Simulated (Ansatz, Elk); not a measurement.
# Bonding as seen by X-rays: HRu2C, part 2 of 2

Structure refinements treat a crystal as free atoms side by side. For a made-up structure of HRu2C (cell and positions from a PBE relaxation) the runs below show what the calculated density changes in F(hkl).

Elk 11.2.3 (patched build); all-electron DFT.

So far: Starting point; Ground state and structure factors; The highest occupied states alone.

The structure was built from a prototype and need not be the compound's stable phase.

## (4) Another functional

Level of this step: DFT, PBEsol, all-electron APW+lo, Dirac cores, scalar-relativistic bands, static density, no spin (Elk).

The difference from free atoms is small, so it is set against the change that PBEsol makes.

File elk.in:

```
tasks
  0
  195

xctype
  22

spinpol
  .false.

rgkmax
  7.0

gmaxvr
  14.0

lmaxo
  7

lmaxapw
  8

swidth
  0.002

tshift
  .false.

ramdisk
  .false.

hmaxvr
  5.5

maxscl
  120

epspot
  1e-06

sppath
  './'

avec
  2.95374350470 1.70534460786 8.27393839975
  -2.95374350470 1.70534460786 8.27393839975
  0.00000000000 -3.41068921481 8.27393839994

atoms
  3
  'Ru.in'
  2
  0.2449772361 0.2449772361 0.2449772361   0.000000 0.000000 0.000000
  0.7550227639 0.7550227639 0.7550227639   0.000000 0.000000 0.000000
  'C.in'
  1
  0.5000000000 0.5000000000 0.5000000000   0.000000 0.000000 0.000000
  'H.in'
  1
  0.0000000000 0.0000000000 0.0000000000   0.000000 0.000000 0.000000

ngridk
  8 8 8
```

Launch:

```bash
$ OMP_NUM_THREADS=4 elk
```

Numbers of over 12 decimals in the logs are rounded to 6 here.

The program printed:

```text
┌─────────────────────────┐
│ Elk code version 11.2.3 │
└─────────────────────────┘

All units are atomic (Hartree, Bohr, etc.)

┌─────────────────────────────────────────────────┐
│ Ground-state run starting from atomic densities │
└─────────────────────────────────────────────────┘

Lattice vectors :
   2.953743505       1.705344608       8.273938400
  -2.953743505       1.705344608       8.273938400
   0.000000000      -3.410689215       8.273938400

Reciprocal lattice vectors :
   1.063596974      0.6140679993      0.2531315803
[...]
muffin-tins (core leakage)
  species : 1 (Ru)
[...]
atom 2                    :    42.09936919     (  0.2241847561E-06)
  species : 2 (C)
   atom 1                    :    4.651746032     (  0.2449527398E-04)
  species : 3 (H)
   atom 1                    :   0.7409119989     (   0.000000000    )
 total in muffin-tins        :    89.59139640
 total calculated charge     :    94.99838838
 total charge                :    95.00000000
 error                       :   0.1611623501E-02

┌──────────────────────────────┐
│ Self-consistent loop stopped │
└──────────────────────────────┘

Wrote STATE.OUT
[key lines of the parts left out:]
total energy                :     -9097.6222367117
```

Elapsed: 36 s, on 4 threads of Arm Neoverse V1, shared host; peak memory 0.17 GiB; 2 min of CPU time.

Against the first run R = 0.02 %; the largest change is -0.049 at 104.

## (5) Basis size

A smaller basis shows how fast F responds to it; the change is likely larger than the basis error of the first run, but doesn't show convergence.

elk.in, as its differences from that of step 4:

```diff
@@ -5,3 +5,3 @@
 xctype
-  22
+  20
 
@@ -11,3 +11,3 @@
 rgkmax
-  7.0
+  5.5
```

Launch:

```bash
$ OMP_NUM_THREADS=4 elk
```

The program printed:

```text
┌─────────────────────────┐
│ Elk code version 11.2.3 │
└─────────────────────────┘

All units are atomic (Hartree, Bohr, etc.)

┌─────────────────────────────────────────────────┐
│ Ground-state run starting from atomic densities │
└─────────────────────────────────────────────────┘

Lattice vectors :
   2.953743505       1.705344608       8.273938400
  -2.953743505       1.705344608       8.273938400
   0.000000000      -3.410689215       8.273938400

Reciprocal lattice vectors :
   1.063596974      0.6140679993      0.2531315803
[...]
muffin-tins (core leakage)
  species : 1 (Ru)
[...]
atom 2                    :    42.06732604     (  0.2213504686E-06)
  species : 2 (C)
   atom 1                    :    4.634046230     (  0.2354111709E-04)
  species : 3 (H)
   atom 1                    :   0.7473573955     (   0.000000000    )
 total in muffin-tins        :    89.51605571
 total calculated charge     :    94.99877460
 total charge                :    95.00000000
 error                       :   0.1225402953E-02

┌──────────────────────────────┐
│ Self-consistent loop stopped │
└──────────────────────────────┘

Wrote STATE.OUT
[key lines of the parts left out:]
total energy                :     -9102.2863225926
```

Run time: 30 s. Hardware: 4 threads; peak memory 0.17 GiB.

Against the first run R = 0.03 %; the largest change is -0.043 at 104.

## (6) Basis size

The basis and the expansions that go with it are enlarged, to see whether the differences are converged.

elk.in, as its differences from that of step 5:

```diff
@@ -11,12 +11,12 @@
 rgkmax
-  5.5
+  8.5
 
 gmaxvr
-  14.0
+  18.0
 
 lmaxo
-  7
+  9
 
 lmaxapw
-  8
+  10
```

Launch:

```bash
$ OMP_NUM_THREADS=4 elk
```

The program printed:

```text
┌─────────────────────────┐
│ Elk code version 11.2.3 │
└─────────────────────────┘

All units are atomic (Hartree, Bohr, etc.)

┌─────────────────────────────────────────────────┐
│ Ground-state run starting from atomic densities │
└─────────────────────────────────────────────────┘

Lattice vectors :
   2.953743505       1.705344608       8.273938400
  -2.953743505       1.705344608       8.273938400
   0.000000000      -3.410689215       8.273938400

Reciprocal lattice vectors :
   1.063596974      0.6140679993      0.2531315803
[...]
muffin-tins (core leakage)
  species : 1 (Ru)
[...]
atom 2                    :    42.10662844     (  0.2223853031E-06)
  species : 2 (C)
   atom 1                    :    4.671754783     (  0.2366548105E-04)
  species : 3 (H)
   atom 1                    :   0.7551770320     (   0.000000000    )
 total in muffin-tins        :    89.64018869
 total calculated charge     :    94.99986492
 total charge                :    95.00000000
 error                       :   0.1350772235E-03

┌──────────────────────────────┐
│ Self-consistent loop stopped │
└──────────────────────────────┘

Wrote STATE.OUT
[key lines of the parts left out:]
total energy                :     -9102.3541242183
```

Elapsed: 85 s, on 4 threads; peak memory 0.24 GiB.

Against the first run R = 0.01 %; the largest change is +0.005 at 110.

## (7) Settings against the effect

```csv
run,R against the first run (%),"R against neutral atoms, low angle (%)",wall time
"PBE, rgkmax 7",0.00,0.76,36 s
PBEsol,0.02,0.79,36 s
rgkmax 5.5,0.03,0.78,30 s
rgkmax 8.5 with larger expansions,0.01,0.76,85 s
```

## (8) Results

| Property | Result |
| --- | --- |
| R against neutral atoms, sin θ/λ < 0.3 Å⁻¹ | 0.76 % |
| R against neutral atoms, 0.3 to 0.82 Å⁻¹ | 0.24 % |

**Reading.** Independent neutral atoms miss the calculated amplitudes by R = 0.76 % below 0.3 Å⁻¹ and 0.24 % from there to 0.82 Å⁻¹; by shells, 1.45 % below 0.15 Å⁻¹ (1 form), 0.75 % 0.15 to 0.3 (5 forms), 0.29 % 0.3 to 0.45 (11 forms), 0.23 % above 0.45 (69 forms). Bonding, aspherical density and the tables' own atoms all enter these figures, and the runs don't part them. The largest change of an amplitude is -0.60 electrons, at 006. Weak lines can change much in proportion: 101 goes from 0.95 to 1.14. The window's part falls from 21.0 electrons at the origin to at most 0.35 between 0.45 and 0.82 Å⁻¹. Below 0.3 Å⁻¹ the changes that finished (PBEsol, rgkmax 5.5 and rgkmax 8.5 with larger expansions) move F by R = 0.04 % at most, against the 0.76 % that separates it from free atoms. The k-mesh has no finished test. These runs have no spin, though d or f shells may be open. Part of the difference isn't bonding: the tables are fits to free atoms and ions calculated by other methods than this functional. Thermal motion, anomalous dispersion and extinction are left out.

[Logs are printed without paths, hosts, clocks, repeated set-up lines and the standing remarks that a program may print on its own settings, such as how far it seeks lower states.]

[Hosts, paths, dates, database ids (printed as entryN), source tags and the programs' standing remarks are cut or masked in the printed files.]
